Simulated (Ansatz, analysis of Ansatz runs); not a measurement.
# Does V_Mg go to the (010) surface of MgH2?, part 2 of 3

Question: does neutral V_Mg prefer the (010) surface of MgH2 or the inside, and by how much? The same defect is put at one site in each of several layers from the top towards the middle of one slab. Model: a cell of 96 host atoms with 1 Mg taken out.

Ansatz 0.2.0; plane-wave PAW DFT, PBEsol and LDA; a slab with vacuum, neutral defects.

So far. Step 2 (The clean slab): On a dense mesh the slab's energy differs by 10 meV an atom, so the sampling is kept; the layers are compared at one sampling, where most of this error should cancel, which was not tested. Step 3 (Does the supercell reconstruct?): Atoms end at most 0.01 Å from the small cell's positions, so the small cell's structure is at least a local minimum.

### 4. The defect, layer by layer

Level of this step: plane-wave PAW DFT, PBEsol, periodic cell with vacuum; relaxation of a neutral defect in a slab (Ansatz).

Each layer's defect is relaxed from random displacements, at more than one total moment, because the electrons or holes left behind may pair or not. Layer 1 is shown in full.

The input, layer1_M0.relax/input.yaml:

```yaml
crystal:
  lattice:
    - [8.958144, 0.0, 0.0]
    - [0.0, 10.785244, 0.0]
    - [0.0, 0.0, 22.0]
  atoms:
    - { symbol: Mg, position: [0.27377958, 0.41338788, 0.33320017] }
    - { symbol: Mg, position: [0.50472771, 0.33251332, 0.44381007] }
[... 2 atom lines left out ...]
    - { symbol: Mg, position: [0.25459545, 0.41758897, 0.55577236] }
    - { symbol: Mg, position: [0.22736521, 0.08687377, 0.6663931] }
    - { symbol: Mg, position: [0.49662597, 0.16770797, 0.55579881] }
[... 3 atom lines left out ...]
    - { symbol: H, position: [0.13686965, 0.44562883, 0.48157866] }
[... 4 atom lines left out ...]
    - { symbol: H, position: [0.34976559, 0.4362009, 0.63583921] }
    - { symbol: H, position: [0.11449714, 0.30625434, 0.5896589] }
    - { symbol: H, position: [0.38696172, 0.30451568, 0.51796191] }
    - { symbol: H, position: [0.09920154, 0.47420315, 0.70544576] }
    - { symbol: H, position: [0.3642636, 0.05454047, 0.51810368] }
    - { symbol: H, position: [0.1516619, 0.22415867, 0.70555866] }
    - { symbol: H, position: [0.40152155, 0.18617559, 0.63600951] }
    - { symbol: H, position: [0.13650561, 0.05621388, 0.58970257] }
[... 5 atom lines left out ...]
    - { symbol: Mg, position: [0.52330381, 0.8369113, 0.66635075] }
    - { symbol: Mg, position: [0.22767583, 0.58675117, 0.66630278] }
    - { symbol: Mg, position: [0.49651152, 0.66769191, 0.5557401] }
[... 8 atom lines left out ...]
    - { symbol: H, position: [0.34941126, 0.93623122, 0.63599593] }
[... 2 atom lines left out ...]
    - { symbol: H, position: [0.0989898, 0.9742659, 0.70562511] }
    - { symbol: H, position: [0.36431991, 0.55443817, 0.51791375] }
    - { symbol: H, position: [0.15257726, 0.72429759, 0.70546976] }
    - { symbol: H, position: [0.40129671, 0.68629197, 0.6357417] }
    - { symbol: H, position: [0.13666724, 0.55625211, 0.5895886] }
[... 4 atom lines left out ...]
    - { symbol: Mg, position: [0.75468003, 0.41767464, 0.55585334] }
    - { symbol: Mg, position: [1.02344831, 0.33683065, 0.66635408] }
    - { symbol: Mg, position: [0.72758826, 0.08686935, 0.66637785] }
    - { symbol: Mg, position: [0.99649431, 0.16764728, 0.55580546] }
[... 3 atom lines left out ...]
    - { symbol: H, position: [0.63686109, 0.44568855, 0.48167337] }
[... 1 atom line left out ...]
    - { symbol: H, position: [0.61456401, 0.19571056, 0.48163175] }
[... 2 atom lines left out ...]
    - { symbol: H, position: [0.84957397, 0.43633943, 0.63601485] }
    - { symbol: H, position: [0.61446397, 0.30633356, 0.58964808] }
    - { symbol: H, position: [0.88692358, 0.30454804, 0.51799273] }
    - { symbol: H, position: [0.59866633, 0.47435239, 0.70554719] }
    - { symbol: H, position: [0.86442413, 0.05445461, 0.51791912] }
    - { symbol: H, position: [0.65254314, 0.22447353, 0.70551707] }
    - { symbol: H, position: [0.90129762, 0.18636268, 0.63585189] }
    - { symbol: H, position: [0.63688543, 0.05646612, 0.58960781] }
[... 4 atom lines left out ...]
    - { symbol: Mg, position: [0.75462743, 0.91772936, 0.55583214] }
[... 1 atom line left out ...]
    - { symbol: Mg, position: [0.72720833, 0.58693337, 0.66641489] }
[... 9 atom lines left out ...]
    - { symbol: H, position: [0.84980604, 0.93630609, 0.63594126] }
    - { symbol: H, position: [0.61427108, 0.80648097, 0.58961627] }
[... 1 atom line left out ...]
    - { symbol: H, position: [0.59886551, 0.97438009, 0.705438] }
    - { symbol: H, position: [0.86438043, 0.55447892, 0.51801171] }
    - { symbol: H, position: [0.65161807, 0.72433026, 0.70555567] }
    - { symbol: H, position: [0.9013744, 0.68628677, 0.6360812] }
    - { symbol: H, position: [0.6368011, 0.5564457, 0.58959611] }
basis:
  ecutwfc: 420
  xc_grid: 2
hamiltonian:
  xc: pbesol
kpoints:
  mp_grid: { grid: [1, 1, 1] }
scf:
  occupations: { method: fermi_dirac, width: 0.01 }
  max_iter: 100
output:
  forces: true
relax:
  f_tol: 0.03
  max_steps: 90
  random_displacement: { amplitude: 0.05, seed: 8587 }
```

Started as:

```bash
$ ansatz run input.yaml --threads 8 --pin off --max-ram 18841MiB --backend cpu --events-out ev --progress --plain --runs-dir out
```

Numbers of over 12 decimals in the logs are rounded to 6 here.

What it wrote:

```text
[...]
Crystal: 95 atoms, lattice volume = 2125.547 Å³
Basis set: ecut = 420 eV, 41501 PW (Γ), exchange–correlation on 120×150×300 points (8 copies of the dense FFT grid, shifted against one another)
Bands: 282, of which v1, the nominal top of the filled ones, is band 187 counted from 1 (186 counted from 0)
Symmetry: 1 space group operations
k-points: 1
[...]
SCF iter   1: F=—  HF=-60277.713423 eV  |F-HF|=—  |Δ(HF+E_count)|=         —  Δρ=6.19e-3  dr2=1.85e0  ethr=1.77e-3  ⟨swp⟩=8.0  Hψ=1307  notcnv=0  defer=67
[...]
SCF iter  10: F=-60277.353832 eV  HF=-60277.353838 eV  |F-HF|=6.01e-6  |Δ(HF+E_count)|=   4.50e-6  Δρ=1.57e-5  dr2=1.33e-5  ethr=6.02e-9  ⟨swp⟩=2.0  Hψ=706  notcnv=0
SCF 1 converged in 10 iterations: F = -60277.353832 eV  dr2 = 1.33e-5
[...]
relax step   1: F+E_penalty+E_count = -60277.35383215 eV  Δ(F+E_penalty+E_count) = +0.000e0 eV  max|allowed force component| = 7.917e-1 eV/Å  Δτ_max = 0.0000 Å  (10 SCF iters, dr2 threshold 2.25e-5 eV, accepted)
[... from here on, the SCF cycles and remarks between the steps are left out, and one step in 2 is shown ...]
relax step   2: F+E_penalty+E_count = -60278.29265535 eV  Δ(F+E_penalty+E_count) = -9.388e-1 eV  max|allowed force component| = 3.526e-1 eV/Å  Δτ_max = 0.1947 Å  (11 SCF iters, dr2 threshold 3.92e-5 eV, accepted)
relax step   4: F+E_penalty+E_count = -60278.87391833 eV  Δ(F+E_penalty+E_count) = -3.075e-1 eV  max|allowed force component| = 1.167e0 eV/Å  Δτ_max = 0.1965 Å  (7 SCF iters, dr2 threshold 7.89e-5 eV, accepted)
relax step   6: F+E_penalty+E_count = -60280.71212821 eV  Δ(F+E_penalty+E_count) = -1.235e0 eV  max|allowed force component| = 3.744e0 eV/Å  Δτ_max = 0.1950 Å  (4 SCF iters, dr2 threshold 1.00e-4 eV, accepted)
relax step   8: F+E_penalty+E_count = -60282.20013693 eV  Δ(F+E_penalty+E_count) = -3.034e-1 eV  max|allowed force component| = 1.814e-1 eV/Å  Δτ_max = 0.1948 Å  (5 SCF iters, dr2 threshold 2.23e-5 eV, accepted)
relax step  10: F+E_penalty+E_count = -60282.38762614 eV  Δ(F+E_penalty+E_count) = -5.481e-2 eV  max|allowed force component| = 9.473e-1 eV/Å  Δτ_max = 0.1952 Å  (5 SCF iters, dr2 threshold 2.16e-5 eV, accepted)
relax step  12: F+E_penalty+E_count = -60282.46478085 eV  Δ(F+E_penalty+E_count) = -1.611e-2 eV  max|allowed force component| = 1.217e-1 eV/Å  Δτ_max = 0.2000 Å  (5 SCF iters, dr2 threshold 3.94e-5 eV, accepted)
relax step  14: F+E_penalty+E_count = -60282.49694883 eV  Δ(F+E_penalty+E_count) = -1.020e-2 eV  max|allowed force component| = 1.930e-1 eV/Å  Δτ_max = 0.1971 Å  (5 SCF iters, dr2 threshold 6.56e-6 eV, accepted)
relax step  16: F+E_penalty+E_count = -60282.51256435 eV  Δ(F+E_penalty+E_count) = -8.754e-3 eV  max|allowed force component| = 2.340e-1 eV/Å  Δτ_max = 0.1931 Å  (5 SCF iters, dr2 threshold 1.66e-5 eV, accepted)
relax step  18: F+E_penalty+E_count = -60282.52765006 eV  Δ(F+E_penalty+E_count) = -6.174e-3 eV  max|allowed force component| = 1.860e-1 eV/Å  Δτ_max = 0.1949 Å  (5 SCF iters, dr2 threshold 2.05e-5 eV, accepted)
relax step  20: F+E_penalty+E_count = -60282.53324671 eV  Δ(F+E_penalty+E_count) = -2.647e-3 eV  max|allowed force component| = 1.717e-1 eV/Å  Δτ_max = 0.0867 Å  (3 SCF iters, dr2 threshold 3.11e-5 eV, accepted)
relax step  22: F+E_penalty+E_count = -60282.47990410 eV  Δ(F+E_penalty+E_count) = +5.402e-2 eV  max|allowed force component| = 2.324e-1 eV/Å  Δτ_max = 0.2000 Å  (6 SCF iters, dr2 threshold 1.96e-6 eV, rejected (line search))
relax step  24: F+E_penalty+E_count = -60282.53627380 eV  Δ(F+E_penalty+E_count) = +5.702e-5 eV  max|allowed force component| = 2.904e-1 eV/Å  Δτ_max = 0.0952 Å  (4 SCF iters, dr2 threshold 5.97e-6 eV, rejected (line search))
relax step  26: F+E_penalty+E_count = -60282.53896457 eV  Δ(F+E_penalty+E_count) = -4.454e-4 eV  max|allowed force component| = 1.196e-1 eV/Å  Δτ_max = 0.0498 Å  (4 SCF iters, dr2 threshold 9.70e-7 eV, accepted)
relax step  28: F+E_penalty+E_count = -60282.53896480 eV  Δ(F+E_penalty+E_count) = -2.245e-7 eV  max|allowed force component| = 1.196e-1 eV/Å  Δτ_max = 0.0000 Å  (6 SCF iters, accepted)
relax step  30: F+E_penalty+E_count = -60282.53985746 eV  Δ(F+E_penalty+E_count) = -8.927e-4 eV  max|allowed force component| = 1.650e-2 eV/Å  Δτ_max = 0.0359 Å  (5 SCF iters, accepted)
relax step  32: F+E_penalty+E_count = -60282.54036272 eV  Δ(F+E_penalty+E_count) = -2.066e-4 eV  max|allowed force component| = 5.315e-2 eV/Å  Δτ_max = 0.0554 Å  (5 SCF iters, accepted)
relax step  34: F+E_penalty+E_count = -60282.54039874 eV  Δ(F+E_penalty+E_count) = +6.618e-5 eV  max|allowed force component| = 1.782e-2 eV/Å  Δτ_max = 0.0145 Å  (5 SCF iters, accepted)
SCF converged after 5 iterations
Free energy (F): -60282.540399 eV
[...]
Internal energy: -60282.540399 eV  (E = F + TS)
E sigma→0 (E₀):  -60282.540399 eV
Fermi energy:    -0.401563 eV
[...]
--- Forces (eV/Å), atoms counted from 1 ---
  atom   1  Mg    -0.00002950    -0.00013761     0.00005507
  atom   2  Mg     0.00013653    -0.00196043     0.00197502
  [... 4 atoms left out ...]
  atom   7  Mg     0.00308515    -0.00189213     0.00353442
  [... 8 atoms left out ...]
  atom  16  H     -0.00082466    -0.00012210     0.00006006
  [... 5 atoms left out ...]
  atom  22  H      0.00225816    -0.00106969    -0.00188094
  [... 31 atoms left out ...]
  atom  54  Mg    -0.00225878    -0.00564396     0.00717015
  [... 9 atoms left out ...]
  atom  64  H      0.00341840    -0.00303703     0.00204037
  atom  65  H     -0.00098184     0.01118539    -0.00934588
  [... 1 atom left out ...]
  atom  67  H     -0.00023482     0.01117838    -0.01668096
  [... 1 atom left out ...]
  atom  69  H      0.00172571    -0.00948221     0.01782124
  [... 8 atoms left out ...]
  atom  78  Mg    -0.00434903    -0.00127302    -0.00054200
  [... 16 atoms left out ...]
  atom  95  H      0.00121625    -0.00030481    -0.00005418
  max |Σ_I F_I| component: 2.31e-4 eV/Å
--- Relaxed structure (34 steps of the walk, 30 accepted, 0 SCFs on fresh bases) ---
  F+E_penalty+E_count = -60282.54039874 eV   max|allowed force component| = 1.782e-2 eV/Å
  atoms:
    - { symbol: Mg, position: [0.274610, 0.413087, 0.333390] }
    - { symbol: Mg, position: [0.502902, 0.331771, 0.445446] }
    [... 4 atoms left out ...]
    - { symbol: Mg, position: [0.489433, 0.171475, 0.560475] }
    [... 8 atoms left out ...]
    - { symbol: H, position: [0.341140, 0.459742, 0.635782] }
    [... 5 atoms left out ...]
    - { symbol: H, position: [0.401250, 0.167489, 0.637927] }
    [... 31 atoms left out ...]
    - { symbol: Mg, position: [0.726378, 0.093603, 0.649277] }
    [... 9 atoms left out ...]
    - { symbol: H, position: [0.833855, 0.443425, 0.643253] }
    - { symbol: H, position: [0.649762, 0.264073, 0.597996] }
    [... 1 atom left out ...]
    - { symbol: H, position: [0.662436, 0.232097, 0.731762] }
    [... 1 atom left out ...]
    - { symbol: H, position: [0.662272, 0.275392, 0.703943] }
    [... 8 atoms left out ...]
    - { symbol: Mg, position: [0.744513, 0.617123, 0.650341] }
    [... 16 atoms left out ...]
    - { symbol: H, position: [0.619997, 0.547649, 0.591544] }
```

Wall time 2.4 min (8 threads of Arm Neoverse V1, shared host); peak memory 2 GiB; 18 min of CPU time.

Relaxation path (22 of 34):

```csv
step,energy less that of the first step (eV),largest force component (eV/Å)
1,0.0000,0.7917
3,-1.2126,0.6309
4,-1.5201,1.1669
6,-3.3583,3.7440
7,-4.5429,0.5972
9,-4.9790,0.4841
10,-5.0338,0.9473
12,-5.1109,0.1217
14,-5.1431,0.1930
15,-5.1500,0.1924
17,-5.1676,0.1829
18,-5.1738,0.1860
20,-5.1794,0.1717
21,-5.1801,0.0872
23,-5.1825,0.1521
25,-5.1847,0.0688
26,-5.1851,0.1196
28,-5.1851,0.1196
29,-5.1851,0.0362
31,-5.1863,0.0180
32,-5.1865,0.0532
34,-5.1866,0.0178
```

Relaxation steps 22, 24, 27, 29 were tried and not accepted.

The atoms that moved most (Å, from the sites as typed, ahead of the random displacement, the mean shift of all atoms taken out):

```csv
atom,dx,dy,dz,length
H67,0.568,-2.616,0.574,2.738
H65,0.313,-0.459,0.181,0.584
H69,0.083,0.546,-0.037,0.554
Mg78,0.151,0.323,-0.356,0.504
Mg54,-0.015,0.070,-0.379,0.385
H71,-0.215,-0.289,-0.127,0.381
H89,0.212,-0.211,0.067,0.307
H16,-0.081,0.251,-0.004,0.264
```

Neighbours of the ideal centre at the end:

```csv
atom,distance (Å)
H69,1.632
H65,2.038
H16,2.210
H67,2.211
H22,2.220
H95,2.937
Mg7,2.950
H64,3.051
```

Among the atoms that came to bonding distance: H67–H69 0.77 Å (from 2.74).

All relaxations:

```csv
layer,depth (Å),moment (μB),outcome,structures computed,largest displacement from the input (Å),time
1,0.86,0,converged,34,2.74,2.4 min
1,0.86,2,converged,64,4.26,11 min
2,3.30,0,converged,9,0.83,65 s
2,3.30,2,converged,9,0.96,2.2 min
```

The relaxation ends 55 meV an atom lower than the displaced start, with a largest force component of 0.018 eV/Å.

(Part 2 of 3 ends here.)

[Logs are printed without paths, hosts, clocks, repeated set-up lines and the standing remarks that a program may print on its own settings, such as how far it seeks lower states.]

[Hosts, paths, dates, database ids (printed as entryN), source tags and the programs' standing remarks are cut or masked in the printed files.]

[Maps of the electrostatic potential energy from Ansatz leave out the sawtooth potential of an applied field or a dipole correction, so their vacuum need not be flat.]
